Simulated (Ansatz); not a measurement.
# Meshes and cutoff for the phonons of SiC (Moissanite 3C, F-43m)

How do the frequencies of SiC (Moissanite 3C, F-43m) move with q mesh, k mesh and cutoff?

Main program and level: Ansatz 0.2.0; DFT LDA, scalar-relativistic, plane waves, PAW; PAW set soft_1.

## (1) Starting point

The structure is cubic, space group F-43m (No. 216). The conventional cell has a = 4.329 Å, b = 4.329 Å, c = 4.329 Å, α = 90.00°, β = 90.00°, γ = 90.00°. Si has 4 C at 1.87 Å nearest. C has 4 Si at 1.87 Å nearest. Farther neighbours are not listed.

Structure file:

```cif
data_structure
_symmetry_space_group_name_H-M 'F-43m'
_symmetry_Int_Tables_number 216
_cell_length_a 4.3293
_cell_length_b 4.3293
_cell_length_c 4.3293
_cell_angle_alpha 90.000
_cell_angle_beta 90.000
_cell_angle_gamma 90.000
_cell_volume 81.14
loop_
_atom_site_label
_atom_site_type_symbol
_atom_site_symmetry_multiplicity
_atom_site_Wyckoff_symbol
_atom_site_fract_x
_atom_site_fract_y
_atom_site_fract_z
_atom_site_occupancy
Si1 Si 4 a 0.00000 0.00000 0.00000 1
C1 C 4 d 0.25000 0.25000 0.75000 1
```

## (2) Relaxing to small forces for the phonons

Phonons need a cell at rest on their own settings, so the relaxation is repeated with tight tolerances on forces and stress on the k mesh and occupations of the first response run.

The input, input.yaml:

```yaml
crystal:
  lattice:
    - [0.0, 2.1646624558, 2.1646624558]
    - [2.1646624558, 0.0, 2.1646624558]
    - [2.1646624558, 2.1646624558, 0.0]
  atoms:
    - { symbol: Si, position: [0.0, 0.0, 0.0] }
    - { symbol: C, position: [0.25, 0.25, 0.25] }
kpoints:
  mp_grid: { grid: [12, 12, 12] }
hamiltonian:
  xc: lda
  pseudopotentials: { kind: paw, azcp: { folder: soft_1 }, xc_functional: pbe }
scf:
  occupations: { method: fixed }
output:
  forces: true
  stress: true
  eigenvalues: true
relax:
  adjacent_minimum: "off"
  f_tol: 0.001
  max_steps: 60
  cell: { stress_tol: 0.01 }
```

Run with:

```
> ansatz run input.yaml --threads 4 --pin off --max-ram 10240MiB --backend cpu --events-out ev --progress --plain --runs-dir out
```

Numbers of over 12 decimals in the logs are rounded to 6 here.

What it wrote:

```text
Engine: ansatz 0.2.0, aarch64-unknown-linux-gnu
Pseudopotentials: kind: paw
Pseudopotential: Si, paw, valence charge 4, recommended cutoff 420 eV (normal), soft_1/Si.paw.azcp
Pseudopotential: C, paw, valence charge 4, recommended cutoff 420 eV (normal), soft_1/C.paw.azcp
Functional definition: SPW92
  exchange = slater_x
  correlation = pw_c
Crystal: 2 atoms, lattice volume = 20.286 Å³
[...]
--- Relaxed structure (3 steps of the walk, 3 accepted, 1 SCFs on fresh bases) ---
  F+E_penalty+E_count = -852.20512847 eV   max|allowed force component| = 5.089e-17 eV/Å   (the final SCF, on the basis selected at the relaxed cell)
  cell:  # Å, volume = 20.2826 Å³
    - [0, 2.164534, 2.164534]
    - [2.164534, 0, 2.164534]
    - [2.164534, 2.164534, 0]
  atoms:
    - { symbol: Si, position: [0, 0, 0] }
    - { symbol: C, position: [0.25, 0.25, 0.25] }
[key lines of the parts left out:]
SCF converged after 4 iterations
Free energy (F): -852.205128 eV
Fermi energy:    9.498478 eV
P = ⅓ Tr σ = -0.0000 GPa (-0.000 kbar)
```

The job ended after 1.5 s (4 threads of Arm Neoverse V2, shared host; peak memory 0.34 GiB; 5.2 s of CPU time).

Little changed from the start: no atom moved by 0.005 Å and no cell edge by 0.1 %.

Numbers from this step:

| Property | Result |
| --- | --- |
| pressure | -4.10e-5 GPa |
| gap on the k-mesh | 1.301 eV |
| volume per atom | 10.14 Å³ |
| direct gap on mesh | 4.537 eV |

The forces vanish by symmetry and the pressure is 0.000 GPa, within the tolerances set. The cell now holds 10.14 Å³/atom.

## (3) Phonons on a q mesh

Stability and thermal properties need the whole zone. Linear response on a 4×4×4 q mesh gives force constants as far as a supercell of that size would, and the tensors from the zone-centre run are typed in so that the long-range dipole term is interpolated apart.

The input, input.yaml:

```yaml
crystal:
  lattice:
    - [0.0, 2.1645341188, 2.1645341188]
    - [2.1645341188, 0.0, 2.1645341188]
    - [2.1645341188, 2.1645341188, 0.0]
  atoms:
    - { symbol: Si, position: [0.0, 0.0, 0.0] }
    - { symbol: C, position: [0.25, 0.25, 0.25] }
kpoints:
  mp_grid: { grid: [12, 12, 12] }
hamiltonian:
  xc: lda
  pseudopotentials: { kind: paw, azcp: { folder: soft_1 }, xc_functional: pbe }
scf:
  occupations: { method: fixed }
output:
  eigenvalues: true
phonons:
  method: dfpt
  qmesh: [4, 4, 4]
  temperatures: { t_max: 1000, t_step: 50 }
  qpath:
    path:
      - [[0.0, 0.0, 0.0], [-0.5, -0.5, 0.0], [-0.375, -0.375, 0.25]]
      - [[-0.375, 0.0, 0.375], [0.0, 0.0, 0.0], [0.0, 0.0, 0.5], [-0.5, -0.25, 0.25], [-0.5, -0.5, 0.0]]
    npoints: 10
  non_analytic_term:
    high_frequency_dielectric_tensor: [[6.9206, 0.0, 0.0], [0.0, 6.9206, 0.0], [0.0, 0.0, 6.9206]]
    born_effective_charges:
      - { species: Si, tensor: [[2.7312, 0.0, 0.0], [0.0, 2.7312, 0.0], [0.0, 0.0, 2.7312]] }
      - { species: C, tensor: [[-2.7312, 0.0, 0.0], [0.0, -2.7312, 0.0], [0.0, 0.0, -2.7312]] }
    source: "zone-centre run at this cell"
```

What it wrote:

```text
Warning: phonons: the dynamical matrix that this run interpolates holds no multipole term above the dipole-dipole one, and a site of this crystal is no centre of inversion, so its interpolated transverse optical and acoustic branches and sound speeds can stay off near Gamma, and the density of states and the thermodynamics with them. What a run solves at a wave vector of phonons.qpoints, Gamma apart, where the deck admits one, is free of this, and under fd what a larger phonons.supercell samples
[...]
Crystal: 2 atoms, lattice volume = 20.283 Å³
Basis set: ecut = 420 eV, 411 PW (Γ), exchange–correlation on 48×48×48 points (8 copies of the dense FFT grid, shifted against one another)
Bands: 8, of which v1, the nominal top of the filled ones, is band 4 counted from 1 (3 counted from 0)
Symmetry: 24 space group operations
k-points: 72 of 1728 (time reversal used)
[...]
SCF iter   1: F=—  HF=-853.799653 eV  |F-HF|=—  |Δ(HF+E_count)|=         —  Δρ=1.41e-1  dr2=4.89e0  ethr=3.10e-3  ⟨swp⟩=4.5  Hψ=4009  notcnv=0  defer=70
[...]
SCF iter   8: F=-852.205129 eV  HF=-852.205129 eV  |F-HF|=1.25e-12  |Δ(HF+E_count)|=  1.22e-10  Δρ=2.47e-7  dr2=5.03e-12  ethr=1.00e-12  ⟨swp⟩=6.2  Hψ=3866  notcnv=0
SCF 1 converged in 8 iterations: F = -852.205129 eV  dr2 = 5.03e-12
[...]
NSCF: frozen V_eff on 72 k-points
[...]
DFPT response loops at q = (0, 0, 0) (fractional): preconditioner auto → none (the input reference at scf.mixing.eps_inf says where Resta's filter doesn't serve); β = 0.50; Broyden in place of MSR1
[...]
SCF converged after 8 iterations
Free energy (F): -852.205129 eV
[...]
Internal energy: -852.205129 eV  (E = F + TS)
E sigma→0 (E₀):  -852.205129 eV
Fermi energy:    9.498477 eV
[...]
--- Band table (eV; the first three rows and the last of 72) ---
[...]
--- Phonons (Γ-DFPT): 2 representative perturbations + reference (Σ response iterations 6) ---
  ASR residual: 1.404e-4 → 0.000e0 eV/Å²; symmetrization residual: 2.105e-7 eV/Å²
  ASR residual per site (eV/Å²): 2.66e-5 1.40e-4
  Γ frequencies (cm⁻¹): 0.00 0.00 0.00 797.81 797.81 797.81
--- Phonons (arbitrary-q DFPT): 8 irreducible q on the 4×4×4 mesh ---
  q = [0.0000, 0.0000, 0.0000] (star 1, of the zone-centre solve; hermiticity 2.14e-8, symmetrization 3.07e-15): -0.00 0.00 0.00 797.81 797.81 797.81
  q = [0.0000, 0.0000, 0.2500] (star 8, 2 solved perturbations on 936 of 1728 k-point pairs; hermiticity 1.23e-8, symmetrization 4.84e-15): 196.09 196.09 406.24 784.07 784.07 925.22
[...]
q = [0.0000, 0.2500, 0.2500] (star 6, 4 solved perturbations in 1608 linear systems a pass and spin channel, the states on 510 of 1728 k-point pairs; hermiticity 8.36e-9, symmetrization 2.56e-15): 275.32 275.32 402.16 782.36 782.36 928.74
[...]
sum rule: each row above includes the acoustic sum rule's correction from the zone centre's row sums; it moved no ω² by more than (1.78 cm⁻¹)²
  mesh force constants: q→R imaginary residual 1.22e-18; ASR residual 1.404e-4 → 0.000e0 eV/Å²; symmetrization residual 1.421e-14 eV/Å²
  interpolated dispersion: 63 rows × 6 modes
  density of states and harmonic sums: on the 28×28×28 q-mesh, interpolated from the force constants of a 4×4×4 supercell (with the dipole–dipole term of supplied tensors)
  largest difference from the sums on the solved wave vectors: F 6.81e-3 eV, S 1.09e-5 and C_V 3.97e-6 eV/K
  zero-point energy: 0.222393 eV/cell   skipped modes (ω ≤ 0): 3   left out of the sums: 2.28e-5 of the cell's modes: C_V's classical limit lies that fraction below 3 k_B per atom; for a crystal, a wire or a layer, F and S can be off by more, and a phonons.interpolated_qmesh denser along its periods is the remedy for the sampling
```

The job ended after 37 s (4 threads; peak memory 0.97 GiB; 2.4 min of CPU time).

In the SCF lines HF is the Harris–Foulkes energy and dr2 the Hartree energy of the density residual, in eV; the loop may stop once dr2 is under the threshold and the program's other checks hold. Hψ counts applications of the Hamiltonian.

Numbers from this step:

```yaml
sum_rule_residual_before_enforcement: 1.40e-4 eV/Å²
lowest_frequency_on_the_path: 0 cm⁻¹
point_group: -43m
highest_frequency_on_the_path_or_at_a_solved_wavevector: 973.3 cm⁻¹
mean_frequency: 597.9 cm⁻¹
debye_temperature_second_moment: 1190 K
logarithmic_mean_frequency: 544.8 cm⁻¹
highest_optical_mode_at_the_zone_centre_no_lo_to_term: 797.8 cm⁻¹
lowest_optical_zone_centre_mode: 797.8 cm⁻¹
lowest_mode_on_the_q_mesh_acoustic_modes_at_gamma_apart: 196.1 cm⁻¹
zero_point_energy_per_atom: 111.2 meV
heat_capacity_at_300_k: 13.42 J/(mol atoms K)
vibrational_entropy_at_300_k: 8.448 J/(mol atoms K)
edges_of_the_widest_gap_between_branches_on_path_and_mesh: 635, 744.6 cm⁻¹
```

Frequencies (cm⁻¹) solved at each irreducible wavevector; negative means imaginary. Frequencies by wavevector, by row:

```
q in reciprocal lattice units  star  mode 1  mode 2  mode 3  mode 4  mode 5  mode 6
                        0 0 0     1       0       0       0   797.8   797.8   797.8
                     0 0 0.25     8   196.1   196.1   406.2   784.1   784.1   925.2
                     0 0 -0.5     4   259.5   259.5     616   772.2   772.2   839.5
                  0 0.25 0.25     6   275.3   275.3   402.2   782.4   782.4   928.7
                  0 0.25 -0.5    24   327.4   404.5   544.4   768.3     777   862.1
                 0 0.25 -0.25    12   287.7   398.3   489.2   765.1   788.3   879.9
                  0 -0.5 -0.5     3   364.9   364.9     635   767.3   767.3   829.6
              0.25 -0.5 -0.25     6   401.6   462.5   538.3   744.6   778.5   858.6
```

Interpolated from a 4×4×4 q mesh, with the LO-TO term (at Γ the limit along the path; where Γ stands inside the path, tables give the limit on arrival). Phonon branches along the path, in cm⁻¹:

```
    point  branch 1  branch 2  branch 3  branch 4  branch 5  branch 6
        Γ         0         0         0       798       798       973
  halfway       275       275       402       782       782       929
        X       365       365       635       767       767       830
  halfway       362       395       616       763       766       840
        U       352       446       569       760       762       860
jump to K       352       446       569       760       762       860
  halfway       229       322       420       776       796       904
        Γ         0         0         0       798       798       973
  halfway       196       196       406       784       784       925
        L       260       260       616       772       772       840
  halfway       327       390       562       767       772       860
        W       402       462       538       745       778       859
  halfway       383       403       598       754       773       846
        X       365       365       635       767       767       830
```

The phonon branches as a text plot (rows in cm⁻¹):

```
    953 |******                   **********
    912 |      **               **          **
    872 |        ***     *******              **     ********
    831 |           *****                       *****        ****
    791 |*********          ***********************************
    750 |         **************                    *************
    710 |
    669 |
    629 |           ****                         **           ***
    588 |         **    ***                    **  ***      **
    547 |        *         *                          ******
    507 |                   ***               *
    466 |       *          *   *             *           ***
    426 |               *** *** *           *          **   **
    385 |      *      **       *                      * *********
    345 |    **  ***********     *         *         ***
    304 |       *           *** * **               ***
    264 |   *  *               * *        *    *****
    223 |    **                 * **         **
    182 |  **                    *  *    * **
    142 |  *                      ***     *
    101 | *                         **  **
     61 | *                          *  *
     20 |*                            **
         Γ           X  U|K            Γ         L        W     X
```

Symmetry leaves 8 wavevectors to solve. The lowest mode among them, the acoustic zeros apart, lies at q = (0, 0, 0.25) and is real, 196 cm⁻¹.

## (4) Another q mesh, q mesh 2×2×2

The q mesh is changed to 2×2×2, to see how far the force constants must reach.

input.yaml: that of step 3 with these lines changed.

```diff
@@ -19,3 +19,3 @@
   method: dfpt
-  qmesh: [4, 4, 4]
+  qmesh: [2, 2, 2]
   temperatures: { t_max: 1000, t_step: 50 }
```

What it wrote:

```text
[...]
Crystal: 2 atoms, lattice volume = 20.283 Å³
Basis set: ecut = 420 eV, 411 PW (Γ), exchange–correlation on 48×48×48 points (8 copies of the dense FFT grid, shifted against one another)
Bands: 8, of which v1, the nominal top of the filled ones, is band 4 counted from 1 (3 counted from 0)
Symmetry: 24 space group operations
k-points: 72 of 1728 (time reversal used)
[...]
SCF iter   1: F=—  HF=-853.799653 eV  |F-HF|=—  |Δ(HF+E_count)|=         —  Δρ=1.41e-1  dr2=4.89e0  ethr=3.10e-3  ⟨swp⟩=4.5  Hψ=4009  notcnv=0  defer=70
[...]
SCF iter   8: F=-852.205129 eV  HF=-852.205129 eV  |F-HF|=1.25e-12  |Δ(HF+E_count)|=  1.22e-10  Δρ=2.47e-7  dr2=5.03e-12  ethr=1.00e-12  ⟨swp⟩=6.2  Hψ=3866  notcnv=0
SCF 1 converged in 8 iterations: F = -852.205129 eV  dr2 = 5.03e-12
[...]
SCF converged after 8 iterations
Free energy (F): -852.205129 eV
[...]
Internal energy: -852.205129 eV  (E = F + TS)
E sigma→0 (E₀):  -852.205129 eV
Fermi energy:    9.498477 eV
[...]
--- Band table (eV; the first three rows and the last of 72) ---
[...]
ASR residual: 1.404e-4 → 0.000e0 eV/Å²; symmetrization residual: 2.105e-7 eV/Å²
  ASR residual per site (eV/Å²): 2.66e-5 1.40e-4
  Γ frequencies (cm⁻¹): 0.00 0.00 0.00 797.81 797.81 797.81
--- Phonons (arbitrary-q DFPT): 3 irreducible q on the 2×2×2 mesh ---
[...]
interpolated dispersion: 63 rows × 6 modes
[...]
```

Wall time 6.3 s (4 threads); peak memory 0.52 GiB; 23 s of CPU time.

This step gave:

* mean frequency: 593.9 cm⁻¹
* lowest mode on the q mesh (acoustic modes at Γ apart): 259.5 cm⁻¹
* edges of the widest gap between branches, on path and mesh: 635, 767.2 cm⁻¹

Frequencies (cm⁻¹) solved at each irreducible wavevector; negative means imaginary. Frequencies by wavevector, by row:

```
q in reciprocal lattice units  star  mode 1  mode 2  mode 3  mode 4  mode 5  mode 6
                        0 0 0     1       0       0       0   797.8   797.8   797.8
                     0 0 -0.5     4   259.5   259.5     616   772.2   772.2   839.5
                  0 -0.5 -0.5     3   364.9   364.9     635   767.3   767.3   829.6
```

Interpolated from a 2×2×2 q mesh, rough between the solved points, with the LO-TO term (at Γ the limit along the path; where Γ stands inside the path, tables give the limit on arrival). The phonon branches at the labelled points (cm⁻¹):

```
    point  branch 1  branch 2  branch 3  branch 4  branch 5  branch 6
        Γ         0         0         0       798       798       973
  halfway       252       252       409       781       781       921
        X       365       365       635       767       767       830
  halfway       359       399       618       767       771       824
        U       339       465       575       768       774       815
jump to K       339       465       575       768       774       815
  halfway       206       310       425       782       788       898
        Γ         0         0         0       798       798       973
  halfway       181       181       402       786       786       924
        L       260       260       616       772       772       840
  halfway       310       398       580       772       782       817
        W       392       467       551       768       778       806
  halfway       378       406       603       768       773       818
        X       365       365       635       767       767       830
```

The phonon branches as a text plot (rows in cm⁻¹):

```
    953 |******                   **********
    912 |      **               **          **
    872 |        ***           *              **
    831 |           ***********                 ********    *****
    791 |*********     ****************************************
    750 |         ***********                            ********
    710 |
    669 |
    629 |           ****                         ***          ***
    588 |         **    ***                    **   ***     **
    547 |        *         **                          *****
    507 |                  * **               *
    466 |       *        ** *  *             *          ****
    426 |      *        *    ** *                      *    **
    385 |             **       *            *         *  ********
    345 |    **   *********      *         *         * **
    304 |       **         **   *                  ****
    264 |   *  *             **  ***      *    ******
    223 |    **                **            **
    182 |  *                     ****    *  *
    142 |   *                     ***      *
    101 | **                        **  * *
     61 | *                          *   *
     20 |*                            ***
         Γ           X  U|K            Γ         L        W     X
```

The mean frequency is 593.9 cm⁻¹, -4.0 cm⁻¹ against the base run.

On this path the spectrum ends at 973 cm⁻¹ (at Γ). No branch goes imaginary on this path.

## (5) Another q mesh, q mesh 3×3×3

The q mesh is changed to 3×3×3, to see how far the force constants must reach.

input.yaml: that of step 4 with these lines changed.

```diff
@@ -19,3 +19,3 @@
   method: dfpt
-  qmesh: [2, 2, 2]
+  qmesh: [3, 3, 3]
   temperatures: { t_max: 1000, t_step: 50 }
```

What it wrote:

```text
[...]
Crystal: 2 atoms, lattice volume = 20.283 Å³
Basis set: ecut = 420 eV, 411 PW (Γ), exchange–correlation on 48×48×48 points (8 copies of the dense FFT grid, shifted against one another)
Bands: 8, of which v1, the nominal top of the filled ones, is band 4 counted from 1 (3 counted from 0)
Symmetry: 24 space group operations
k-points: 72 of 1728 (time reversal used)
[...]
E sigma→0 (E₀):  -852.205129 eV
Fermi energy:    9.498477 eV
[...]
--- Band table (eV; the first three rows and the last of 72) ---
[...]
ASR residual: 1.404e-4 → 0.000e0 eV/Å²; symmetrization residual: 2.105e-7 eV/Å²
  ASR residual per site (eV/Å²): 2.66e-5 1.40e-4
  Γ frequencies (cm⁻¹): 0.00 0.00 0.00 797.81 797.81 797.81
--- Phonons (arbitrary-q DFPT): 4 irreducible q on the 3×3×3 mesh ---
[...]
interpolated dispersion: 63 rows × 6 modes
[...]
[key lines of the parts left out:]
SCF converged after 8 iterations
Free energy (F): -852.205129 eV
```

Run time: 17 s. Hardware: 4 threads; peak memory 0.68 GiB.

Frequencies (cm⁻¹) solved at each irreducible wavevector; negative means imaginary. Frequencies by wavevector, by row:

```
q in reciprocal lattice units  star  mode 1  mode 2  mode 3  mode 4  mode 5  mode 6
                        0 0 0     1       0       0       0   797.8   797.8   797.8
                   0 0 0.3333     8   231.6   231.6     510   778.1   778.1   890.9
              0 0.3333 0.3333     6   325.4   325.4   511.4   775.1   775.1   893.1
             0 0.3333 -0.3333    12   335.4   462.7   540.2   762.2   765.2   861.3
```

The mean frequency is 596.9 cm⁻¹, -1.0 cm⁻¹ against the base run.

(Part 1 of 3 ends here.)

[Logs are printed without paths, hosts, clocks, repeated set-up lines and the standing remarks that a program may print on its own settings, such as how far it seeks lower states.]

[Hosts, paths, dates, database ids (printed as entryN), source tags and the programs' standing remarks are cut or masked in the printed files.]
